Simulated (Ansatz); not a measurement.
## A failed many-body run on SrTiO3 (I4/mcm)

Aim: the G0W0 gap of SrTiO3 (I4/mcm). The first input has a fault.

Main program and level: Ansatz 0.2.0; G0W0 on PBE, plane waves, PAW; PAW set soft_1.

### Step 1. Starting point

It takes space group I4/mcm (No. 140, tetragonal). The conventional cell has a = 5.511 Å, b = 5.511 Å, c = 7.796 Å, α = 90.00°, β = 90.00°, γ = 90.00°. Nearest to Sr lie 12 O at 2.73 to 2.78 Å. Ti has 6 O at 1.95 Å nearest. Nearest to O lie 2 Ti at 1.95 Å and 4 Sr at 2.76 Å. Nearest to O lie 2 Ti at 1.95 Å and 4 Sr at 2.73 to 2.78 Å. Farther neighbours and most contacts between anions are not listed.

As a file:

```cif
data_structure
_symmetry_space_group_name_H-M 'I4/mcm'
_symmetry_Int_Tables_number 140
_cell_length_a 5.5110
_cell_length_b 5.5110
_cell_length_c 7.7960
_cell_angle_alpha 90.000
_cell_angle_beta 90.000
_cell_angle_gamma 90.000
_cell_volume 236.77
loop_
_atom_site_label
_atom_site_type_symbol
_atom_site_symmetry_multiplicity
_atom_site_Wyckoff_symbol
_atom_site_fract_x
_atom_site_fract_y
_atom_site_fract_z
_atom_site_occupancy
Sr1 Sr 4 b 0.00000 0.50000 0.25000 1
Ti1 Ti 4 c 0.00000 0.00000 0.00000 1
O1 O 4 a 0.00000 0.00000 0.25000 1
O2 O 8 h 0.24510 0.74510 0.00000 1
```

The cell and positions come from the Crystallography Open Database and are kept as given unless a step says otherwise.

### Step 2. First try

Input file input.yaml:

```yaml
crystal:
  lattice:
    - [-2.7555, 2.7555, 3.898]
    - [2.7555, -2.7555, 3.898]
    - [2.7555, 2.7555, -3.898]
  atoms:
    - { symbol: Sr, position: [0.75, 0.25, 0.5] }
    - { symbol: Sr, position: [0.25, 0.75, 0.5] }
    - { symbol: Ti, position: [0.0, 0.0, 0.0] }
    - { symbol: Ti, position: [0.5, 0.5, 0.0] }
    - { symbol: O, position: [0.25, 0.25, 0.0] }
    - { symbol: O, position: [0.75, 0.75, 0.0] }
    - { symbol: O, position: [0.7451, 0.2451, 0.9902] }
    - { symbol: O, position: [0.2451, 0.2549, 0.5] }
    - { symbol: O, position: [0.2549, 0.7549, 0.0098] }
    - { symbol: O, position: [0.7549, 0.7451, 0.5] }
kpoints:
  mp_grid: { grid: [4, 4, 4] }
hamiltonian:
  xc: pbe
  pseudopotentials: { kind: paw, azcp: { folder: soft_1 } }
scf:
  occupations: { method: fixed }
  max_iter: 60
gw:
  n_empty_bands: 124
  ecut_chi: 60
  qp_bands: [v3, c3]
  qp_kpoints: band_edges
  screening: { model: contour_deformation }
total_charge: 2
```

Command:

```sh
$ ansatz run input.yaml --threads 2 --pin off --max-ram 73728MiB --backend cuda --events-out ev --progress --plain --runs-dir out --devices 1 --max-vram 13GiB
```

Numbers of over 12 decimals in the logs are rounded to 6 here.

Output:

```text
GPUs: using 1 of 1 available (devices: 1).
Engine: ansatz 0.2.0, x86_64-unknown-linux-gnu
Pseudopotentials: kind: paw
Pseudopotential: Sr, paw, valence charge 10, recommended cutoff 420 eV (normal), soft_1/Sr.paw.azcp
Pseudopotential: Ti, paw, valence charge 12, recommended cutoff 420 eV (normal), soft_1/Ti.paw.azcp
Pseudopotential: O, paw, valence charge 6, recommended cutoff 420 eV (normal), soft_1/O.paw.azcp
Functional definition: PBE
  parameter kappa = 0.804
  parameter beta = 0.066725
  exchange = pbe_x(kappa = kappa, mu = beta*pi^2/3)
  correlation = pbe_c(beta = beta)
device memory: the entry about to start is reckoned to put 1.9 GiB on a device that reports 33.7 GiB free (of which the cap on the GPU budget leaves the run 13.0 GiB)
GPU FFT provider: cuFFT
GPU libraries: cuBLAS 13.8.2, cuFFT 12.4.0, cuSOLVER 12.3.4
Crystal: 10 atoms, lattice volume = 118.387 Å³
Basis set: ecut = 420 eV, 2277 PW (Γ)
Bands: 49, of which v1, the nominal top of the filled ones, is band 39 counted from 1 (38 counted from 0)
Symmetry: 16 space group operations
Space group: I4/mcm (ITA 140), of the structure as read, at distance tolerance 4.9e-5 Å
k-points: 13 of 64
Non-local potential: Sr, projectors of the file, l = 0: 3, l = 1: 2, l = 2: 2
Non-local potential: Ti, projectors of the file, l = 0: 3, l = 1: 2, l = 2: 3, l = 3: 1
Non-local potential: O, projectors of the file, l = 0: 2, l = 1: 2, l = 2: 1
PAW form: soft (Blöchl's): semilocal exchange-correlation on the pseudo side does not see the compensation charge
PAW one-centre angular grid: Sr, 110 points (default); XC on 64 Gauss nodes
PAW one-centre angular grid: Ti, 590 points (default); XC on 64 Gauss nodes
PAW one-centre angular grid: O, 110 points (default); XC on 64 Gauss nodes
Initial density: superposition of atomic densities (chi_scale 0.1, normalization cell, long waves kept (reshape's long-wave potential 0.00 eV rms))
Initial wavefunctions: pseudopotential atomic-orbital guess
GPU buffer pool allocated for 64000 grid points (all kernels)
GPU transforms: local potential and band sums: pruned to the plane-wave sphere, on 40×40×40
Functional: x = pbe(κ = 0.804, μ = 0.219515), c = pbe(β = 0.066725)
SCF iter   1: F=—  HF=-15529.466410 eV  |F-HF|=—  |Δ(HF+E_count)|=         —  Δρ=7.17e-2  dr2=6.12e0  ethr=3.10e-3  ⟨swp⟩=5.0  Hψ=2205  notcnv=0  defer=82
preconditioner: auto → Resta (q_TF=auto, 2.545 Å⁻¹)  ε∞=6.1  [insulator: Δε(μ)=0.000 eV  Ē_g=11.459 eV  n_scr=26 (ndim 8)  ℏωp=26.0 eV  f_vac=0.000  ε∞_Penn≈6.1]
SCF iter   2: F=—  HF=-15528.173388 eV  |F-HF|=—  |Δ(HF+E_count)|=    1.29e0  Δρ=4.22e-2  dr2=2.10e0  ethr=3.10e-3  ⟨swp⟩=2.6  Hψ=1317  notcnv=0  defer=79
SCF iter   3: F=—  HF=-15527.875453 eV  |F-HF|=—  |Δ(HF+E_count)|=   2.98e-1  Δρ=2.75e-2  dr2=8.67e-1  ethr=2.70e-3  ⟨swp⟩=2.2  Hψ=1046  notcnv=0  defer=28
SCF iter   4: F=—  HF=-15527.905585 eV  |F-HF|=—  |Δ(HF+E_count)|=   3.01e-2  Δρ=3.45e-2  dr2=1.34e0  ethr=1.11e-3  ⟨swp⟩=2.3  Hψ=1067  notcnv=0  defer=91
SCF iter   5: F=—  HF=-15527.775679 eV  |F-HF|=—  |Δ(HF+E_count)|=   1.30e-1  Δρ=9.66e-3  dr2=8.12e-2  ethr=1.11e-3  ⟨swp⟩=2.2  Hψ=852  notcnv=0  defer=92
SCF iter   6: F=—  HF=-15527.789678 eV  |F-HF|=—  |Δ(HF+E_count)|=   1.40e-2  Δρ=5.98e-3  dr2=3.31e-2  ethr=1.04e-4  ⟨swp⟩=2.2  Hψ=838  notcnv=0  defer=95
SCF iter   7: F=—  HF=-15527.790519 eV  |F-HF|=—  |Δ(HF+E_count)|=   8.41e-4  Δρ=3.45e-3  dr2=1.04e-2  ethr=4.25e-5  ⟨swp⟩=1.2  Hψ=614  notcnv=0  defer=67
SCF iter   8: F=—  HF=-15527.790790 eV  |F-HF|=—  |Δ(HF+E_count)|=   2.70e-4  Δρ=1.96e-3  dr2=3.78e-3  ethr=1.34e-5  ⟨swp⟩=1.0  Hψ=610  notcnv=0  defer=46
SCF iter   9: F=—  HF=-15527.791157 eV  |F-HF|=—  |Δ(HF+E_count)|=   3.67e-4  Δρ=3.13e-3  dr2=9.26e-3  ethr=4.84e-6  ⟨swp⟩=1.0  Hψ=610  notcnv=0  defer=27  recentre
SCF iter  10: F=—  HF=-15527.791135 eV  |F-HF|=—  |Δ(HF+E_count)|=   2.27e-5  Δρ=2.93e-3  dr2=8.10e-3  ethr=4.84e-6  ⟨swp⟩=1.0  Hψ=610  notcnv=0  defer=27
[...]
SCF iter  51: F=—  HF=-15527.791141 eV  |F-HF|=—  |Δ(HF+E_count)|=   3.20e-5  Δρ=2.85e-3  dr2=7.75e-3  ethr=4.25e-6  ⟨swp⟩=1.0  Hψ=610  notcnv=0  defer=27
SCF iter  52: F=—  HF=-15527.791229 eV  |F-HF|=—  |Δ(HF+E_count)|=   8.82e-5  Δρ=2.07e-3  dr2=4.09e-3  ethr=4.25e-6  ⟨swp⟩=1.0  Hψ=610  notcnv=0  defer=27
SCF iter  53: F=—  HF=-15527.791207 eV  |F-HF|=—  |Δ(HF+E_count)|=   2.20e-5  Δρ=2.02e-3  dr2=3.91e-3  ethr=4.25e-6  ⟨swp⟩=1.0  Hψ=610  notcnv=0  defer=27
SCF iter  54: F=—  HF=-15527.791203 eV  |F-HF|=—  |Δ(HF+E_count)|=   4.14e-6  Δρ=2.02e-3  dr2=3.89e-3  ethr=4.25e-6  ⟨swp⟩=1.0  Hψ=610  notcnv=0  defer=27
SCF iter  55: F=—  HF=-15527.791175 eV  |F-HF|=—  |Δ(HF+E_count)|=   2.80e-5  Δρ=1.96e-3  dr2=3.66e-3  ethr=4.25e-6  ⟨swp⟩=1.0  Hψ=610  notcnv=0  defer=27
SCF iter  56: F=—  HF=-15527.791149 eV  |F-HF|=—  |Δ(HF+E_count)|=   2.61e-5  Δρ=1.90e-3  dr2=3.44e-3  ethr=4.25e-6  ⟨swp⟩=1.0  Hψ=610  notcnv=0  defer=27
SCF iter  57: F=—  HF=-15527.791206 eV  |F-HF|=—  |Δ(HF+E_count)|=   5.64e-5  Δρ=2.94e-3  dr2=8.29e-3  ethr=4.25e-6  ⟨swp⟩=1.0  Hψ=610  notcnv=0  defer=27  recentre
SCF iter  58: F=—  HF=-15527.791135 eV  |F-HF|=—  |Δ(HF+E_count)|=   7.08e-5  Δρ=2.84e-3  dr2=7.71e-3  ethr=4.25e-6  ⟨swp⟩=9.9  Hψ=2119  notcnv=0
SCF iter  59: F=—  HF=-15527.791281 eV  |F-HF|=—  |Δ(HF+E_count)|=   1.46e-4  Δρ=2.17e-3  dr2=4.50e-3  ethr=4.25e-6  ⟨swp⟩=2.6  Hψ=1680  notcnv=0
SCF iter  60: F=—  HF=-15527.791186 eV  |F-HF|=—  |Δ(HF+E_count)|=   9.45e-5  Δρ=2.92e-3  dr2=8.13e-3  ethr=4.25e-6  ⟨swp⟩=2.5  Hψ=2052  notcnv=0
Error: did not converge after 60 iterations: dr2 = 8.13e-3 (threshold 1.00e-7), under the density mixer `msr1`, which `scf.mixing.algorithm: auto` chose by the deck's other keys (type `scf.mixing.algorithm: msr1` to keep it); at k-index 7, counted from 0 in this SCF's own list of k-points, the highest band that the last eigensolve's fill by count filled, 8.846135 eV, and the lowest that it left empty, 8.846135 eV, la [...]
```

The job ended after 12 s (1 × NVIDIA H100 80GB HBM3 (shared by 6 runs) with 2 threads of AMD EPYC 7R13 (Zen 3), shared host; peak memory 0.89 GiB).

**What went wrong?**

Residual by cycle:

cycle, log10 residual and a bar from the least value:
```
        1        0.8 ##############################
        6       -1.5 #########
       12       -2.3 ##
       17       -2.5 
       22       -2.1 ####
       28       -2.3 ##
       33       -2.1 ####
       39       -2.1 ####
       44       -2.1 ###
       49       -2.1 ####
       55       -2.4 
       60       -2.1 ####
```

The run stopped without converging, so none of its numbers is a property of the system.

After 60 cycles the residual stands at 0.0081, against 0.0089 at cycle 31 and a least value of 0.0033. The cap of 60 cycles in the input ended the loop.

The program's message: “Error: did not converge after 60 iterations: dr2 = 8.13e-3 (threshold 1.00e-7), under the density mixer `msr1`, which `scf.mixing.algorithm: auto` chose by the deck's other keys (type `scf.mixing.algo …”

The fault: a charged cell. Adding or removing electrons leaves a partly filled band.

### Step 3. A better input

Now the one-shot GW correction: screening in the RPA, then the self-energy of the levels asked for. This step takes PAW set soft_1 files.

Edit input.yaml of step 2 so:

```diff
@@ -23,6 +23,5 @@
   occupations: { method: fixed }
-  max_iter: 60
 gw:
-  n_empty_bands: 124
-  ecut_chi: 60
+  n_empty_bands: 95
+  ecut_chi: 50
   qp_bands: [v3, c3]
@@ -30,2 +29 @@
   screening: { model: contour_deformation }
-total_charge: 2
```

Output:

```text
GPUs: using 1 of 1 available (devices: 1).
[...]
GPU FFT provider: cuFFT
GPU libraries: cuBLAS 13.8.2, cuFFT 12.4.0, cuSOLVER 12.3.4
Crystal: 10 atoms, lattice volume = 118.387 Å³
Basis set: ecut = 420 eV, 2277 PW (Γ)
Bands: 50, of which v1, the nominal top of the filled ones, is band 40 counted from 1 (39 counted from 0)
[... 1 set-up line as in the run before ...]
[...]
k-points: 13 of 64
[...]
GPU buffer pool allocated for 64000 grid points (all kernels)
[...]
SCF iter   1: F=—  HF=-15509.246466 eV  |F-HF|=—  |Δ(HF+E_count)|=         —  Δρ=4.98e-2  dr2=2.85e0  ethr=3.10e-3  ⟨swp⟩=4.8  Hψ=2375  notcnv=0  defer=69
[...]
SCF iter  10: F=-15508.973477 eV  HF=-15508.973477 eV  |F-HF|=9.86e-10  |Δ(HF+E_count)|=   4.44e-8  Δρ=2.51e-6  dr2=5.85e-9  ethr=1.25e-10  ⟨swp⟩=14.2  Hψ=3135  notcnv=0
SCF 1 converged in 10 iterations: F = -15508.973477 eV  dr2 = 5.85e-9
[...]
4    41     12.6418   -13.6665    -5.9928   -21.4778  0.7337    14.5623    14.4602  root ?
     4    42     13.6690   -14.3328    -6.4663   -22.6421  0.7113    15.6512    15.5120  root ?
     4    43     13.6752   -14.3249    -6.4015   -22.5621  0.7121    15.6468    15.5108  root ?
[...]
5    41     13.4478   -13.8374    -6.5481   -22.2337  0.7170    15.4283    15.2961  root ?
[...]
11    42     13.0786   -14.2017    -6.1020   -22.1385  0.7239    15.0298    14.9135  root ?
    11    43     13.8824   -14.7770    -6.5644   -23.1941  0.7035    15.8910    15.7351  root ?
    12    38      9.3349   -26.1080     4.9607   -21.1584  0.7360     9.3460     9.3460  root
    12    39      9.3349   -26.1080     4.9607   -21.1584  0.7360     9.3460     9.3460  root
    12    40      9.9569   -25.9047     5.0718   -20.8381  0.7315     9.9621     9.9621  root
    12    41     12.1170   -12.9738    -6.0899   -20.8948  0.7425    14.0477    13.9482  root
    12    42     13.8647   -14.8392    -6.5148   -23.2043  0.7040    15.8690    15.7150  root ?
    12    43     13.8647   -14.8392    -6.5148   -23.2043  0.7040    15.8690    15.7150  root ?
[key lines of the parts left out:]
SCF converged after 10 iterations
Free energy (F): -15508.973477 eV
Fermi energy:    10.043385 eV
```

Wall time 15 s (1 × NVIDIA H100 80GB HBM3 (shared by 6 runs) with 2 threads); peak memory 1.2 GiB.

This step gave:

```
bands summed                                 : 135
RPA ε∞ on this mesh (eigenvalues)            : 6.244, 6.244, 6.245
plane waves in the screening matrix          : 113
q-points in the mesh                         : 64
G0W0 gap on the mesh                         : 3.667 eV
k of the valence top                         : 0, 0, 0
k of the conduction bottom                   : 0, 0, 0
starting gap on the mesh                     : 1.906 eV
Z at the valence top                         : 0.7323
Z at the conduction bottom                   : 0.7490
least direct G0W0 gap on the computed points : 3.667 eV
```

The gap on the mesh goes from 1.91 eV to 3.67 eV, a correction of +1.76 eV. Between the two edge states, bare exchange in place of the xc potential would open the gap by 12.69 eV, and correlation takes back 10.93 eV.

### Step 4. What came out

```yaml
first_try: not converged after 12 s
better_run: G0W0 gap on the mesh 3.67 eV (4×4×4 mesh, 95 empty bands, screening to 50 eV, PAW set soft_1 files)
```

The second run differs in: empty bands, screening cutoff (eV), cell charge and iteration cap. Bands and cutoff are finite, so the gap is not at the basis limit. The miss can reach some tenths of an eV and take either sign; the mesh is an error of its own. The many-body steps are scalar-relativistic: spin-orbit coupling is not in them.

[Paths, hosts, dates, memory and timing lines, banners, echoed tables and standing remarks are left out of the program output.]

[Logs are printed without paths, hosts, clocks, repeated set-up lines and the standing remarks that a program may print on its own settings, such as how far it seeks lower states.]

[Runs of the session that timed out or met a known fault of the program may be left out.]

[Cells called generated may have been cut or substituted from an entry of the Crystallography Open Database or the Materials Project.]

[Hosts, paths, dates, database ids (printed as entryN), source tags and the programs' standing remarks are cut or masked in the printed files.]
